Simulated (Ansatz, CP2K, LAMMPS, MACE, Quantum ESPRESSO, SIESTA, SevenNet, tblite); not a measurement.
**Glassy B2O3 (100 atoms) under volume change, by several methods**

Aim: pressure against volume for glassy B2O3 (100 atoms), with plane waves as the reference.

Results are calculated, not measured.

### 1. The structure

The cell holds 100 atoms (40 B and 60 O), with edges of 10.58, 10.58 and 10.58 Å. Recipe: 100 atoms (40 B, 60 O) placed at random at 1.93 g/cm³, melted at 3000 K for 20 ps at fixed volume with the Buckingham and Coulomb pair potential of Guillot and Sator (Geochim. Cosmochim. Acta 71, 1249 (2007)) with the boron terms of Wang et al. (J. Non-Cryst. Solids 498, 294 (2018)). Quenched from 3000 K to 300 K at 100 K/ps and fixed volume, held 10 ps at zero pressure. Then the atoms were relaxed with MACE MP-0b3 medium in the fixed cell.

Bonds by pair of elements; cutoffs follow the first minimum of g(r), held within bounds set by covalent radii, and pairs that aren't listed don't count as bonded:

| pair A-B | cutoff (Å) | bonds | mean length (Å) | spread (Å) | shortest (Å) | B about A | A about B |
| --- | --- | --- | --- | --- | --- | --- | --- |
| O-B | 1.77 | 120 | 1.38 | 0.011 | 1.35 | 2 | 3 |

### 2. The reference input

Quantum ESPRESSO 7.5: Kohn-Sham DFT, PBE, SSSP efficiency 1.3.0 pseudopotentials, plane waves. Its input, pw.in, for the unchanged cell:

```
&control
  calculation = 'scf'
  pseudo_dir = './pseudo'
  outdir = './tmp'
  disk_io = 'none'
  tprnfor = .true.
  tstress = .true.
/
&system
  ibrav = 0
  nat = 100
  ntyp = 2
  ecutwfc = 60
  ecutrho = 480
  nosym = .true.
  occupations = 'smearing'
  smearing = 'fd'
  degauss = 0.003675
/
&electrons
  conv_thr = 5.0e-07
  electron_maxstep = 100
  mixing_beta = 0.4
  mixing_mode = 'plain'
  diagonalization = 'david'
/
ATOMIC_SPECIES
B 10.810 B.upf
O 15.999 O.upf
CELL_PARAMETERS angstrom
10.57574 0.00000 0.00000
0.00000 10.57574 0.00000
0.00000 0.00000 10.57574
ATOMIC_POSITIONS crystal
B 0.78081 0.30978 0.85415
B 0.35013 0.32583 0.74194
B 0.60914 0.77288 0.49751
B 0.05472 0.10692 0.30529
[... 94 atom lines left out ...]
O 0.91081 0.61699 0.89275
O 0.22206 0.05275 0.88753
K_POINTS gamma
```

```console
$ OMP_NUM_THREADS=1 mpirun -np 2 pw.x -in pw.in > output.txt
```

Elapsed: 4.1 min, on 2 MPI ranks of Arm Neoverse V1, shared host; peak memory 3.2 GiB; 8.2 min of CPU time.

It converged with an r.m.s. force component of 0.058 eV/Å and a pressure of -1.1 GPa.

### 3. Levels of theory

Every level solves the same cells as single points. CPU time is summed over a level's finished runs, on a host shared with the other runs, so it is rough; the force column is the median over cells of the r.m.s. difference of force components from the reference.

| level | basis or training data | k-points | runs finished | CPU time | peak memory (GiB) | force difference (meV/Å) |
| --- | --- | --- | --- | --- | --- | --- |
| QE, PBE | plane waves, SSSP efficiency, 60/480 Ry | Γ | 3 of 3 | 26 min | 3.3 | reference |
| SIESTA DZP, PBE | DZP orbitals, shift 0.01 Ry, mesh 500 Ry | Γ | 3 of 3 | 16 min | 2.1 | 93 |
| CP2K double zeta, LDA | DZVP-MOLOPT-SR, GTH-PADE potentials, 600 Ry | Γ | 3 of 3 | 13 min | 4.3 | 95 |
| tblite GFN1-xTB | tight binding with its own dispersion term | Γ | 3 of 3 | 7.8 s | 0.11 | 153 |
| MACE MP-0b3 medium | trained on PBE(+U) plane-wave data | - | 3 of 3 | 32 s | 1.2 | 55 |
| SevenNet 0 | trained on PBE(+U) plane-wave data | - | 3 of 3 | 31 s | 1.1 | 54 |

The reference's own r.m.s. force component runs from 57 to 61 meV/Å over these cells. MACE MP-0b3 medium relaxed the atoms, so in the cells that it relaxed its own forces are small, and its entry isn't an independent test there.

### 4. Pressure against volume

The cell is scaled evenly, and at each volume MACE MP-0b3 medium relaxes the atoms again before the single points. The unchanged volume is 11.829 Å³ an atom. Pressures in GPa:

| level | -3 % | 0 | +3 % |
| --- | --- | --- | --- |
| QE, PBE | 0.07 | -1.07 | -2.13 |
| SIESTA DZP, PBE | 1.29 | 0.15 | -0.84 |
| CP2K double zeta, LDA | -4.49 | -5.41 | -6.21 |
| tblite GFN1-xTB | 1.12 | -0.09 | -1.17 |
| MACE MP-0b3 medium | 0.43 | -0.65 | -1.62 |
| SevenNet 0 | 0.88 | -0.29 | -1.32 |

Energy less that of the unchanged cell at the same level, in meV an atom:

| level | -3 % | +3 % |
| --- | --- | --- |
| QE, PBE | 0.10 | 2.17 |
| SIESTA DZP, PBE | -1.42 | 3.47 |
| CP2K double zeta, LDA | -5.57 | 7.20 |
| tblite GFN1-xTB | 4.52 | -2.80 |
| MACE MP-0b3 medium | -0.29 | 2.43 |
| SevenNet 0 | 0.11 | 2.19 |

### 5. Moduli

From the three volumes nearest the unchanged one: B from the slope of pressure against ln V and from the curvature of the energy, the pressure that the slope of the energy implies, and the volume change at which the printed pressure crosses zero (a dash if it doesn't within the range).

| level | B from pressures (GPa) | B from energies (GPa) | printed pressure (GPa) | pressure from energies (GPa) | zero pressure at (%) |
| --- | --- | --- | --- | --- | --- |
| QE, PBE | 36.6 | 34.1 | -1.07 | -0.47 | -2.8 |
| SIESTA DZP, PBE | 35.6 | 30.9 | 0.15 | -1.10 | +0.5 |
| CP2K double zeta, LDA | 28.6 | 24.5 | -5.41 | -2.88 | - |
| tblite GFN1-xTB | 38.1 | 25.9 | -0.09 | 1.65 | -0.2 |
| MACE MP-0b3 medium | 34.1 | 32.2 | -0.65 | -0.61 | -1.8 |
| SevenNet 0 | 36.5 | 34.7 | -0.29 | -0.47 | -0.8 |

As a check by hand on the reference: from -3 to +3 % the pressure falls by 2.20 GPa while ln V grows by 0.0600, a ratio of 36.6 GPa.

Gap between the highest filled and the lowest empty level on the runs' k-points, in eV:

| level | -3 % | 0 | +3 % |
| --- | --- | --- | --- |
| QE, PBE | 5.60 | 5.55 | 5.48 |
| SIESTA DZP, PBE | 5.49 | 5.41 | 5.34 |
| CP2K double zeta, LDA | 5.36 | 5.31 | 5.24 |

### 6. What came out

The plane-wave reference (PBE) gives a bulk modulus of 36.6 GPa from its pressures, at a volume where its pressure is -1.07 GPa; that pressure crosses zero at -2.8 %. Other programs at PBE: SIESTA DZP, PBE 35.6 GPa (-3 %); its pressure lies +1.23 GPa from the reference's. Other functionals: CP2K double zeta, LDA 28.6 GPa (-22 %); its pressure lies -4.34 GPa from the reference's.

Learned potentials: MACE MP-0b3 medium 34.1 GPa (-7 %) and SevenNet 0 36.5 GPa (+0 %); their pressures lie +0.42 to +0.78 GPa from the reference's. Tight binding: tblite GFN1-xTB 38.1 GPa (+4 %); its pressure lies +0.99 GPa from the reference's. The moduli are read at one volume but at unlike pressures, and a cell under tension is as a rule softer than one under compression. Moduli from the energies run from 25 to 35 GPa and part from those from pressures by as much as -32 % (tblite GFN1-xTB); they rest on small differences of energy, and for levels other than MACE MP-0b3 medium they hold the work of leftover forces. Printed pressure and the slope of the energy part noticeably for SIESTA DZP, PBE, CP2K double zeta, LDA and tblite GFN1-xTB; the atoms move along a path that isn't these levels' own, so their forces do work along it, and an error in the stress can't be told from that. The reference's gap falls as the cell grows, from 5.60 eV at -3 % to 5.48 eV at +3 %.

Caveats: The atoms follow MACE MP-0b3 medium, not each level's own minimum, so these moduli only approach relaxed ones and hang on that choice. Three points at finite strain give rough moduli, at the given volume rather than at zero pressure. Pressures at a fixed plane-wave cutoff or in a small atom-centred basis hold some basis error. The quench rate of 100 K/ps is many orders above laboratory rates, so the cell is likely richer in defects and strain than a real sample. The reference samples only Γ, in a cell whose shortest periodic width is 11 Å. The reference isn't exact: its cutoffs and mesh weren't converged further here. SIESTA's automatically made basis is far from complete, and its potentials were converted by us (checked for H, C, O, Si, Ge and Ca alone). Where levels are smeared, the DFT runs use Fermi–Dirac occupations at 580 K (0.05 eV), and energies are free energies.

[Logs are printed without paths, hosts, clocks, repeated set-up lines and the standing remarks that a program may print on its own settings, such as how far it seeks lower states.]

[Hosts, paths, dates, database ids (printed as entryN), source tags and the programs' standing remarks are cut or masked in the printed files.]
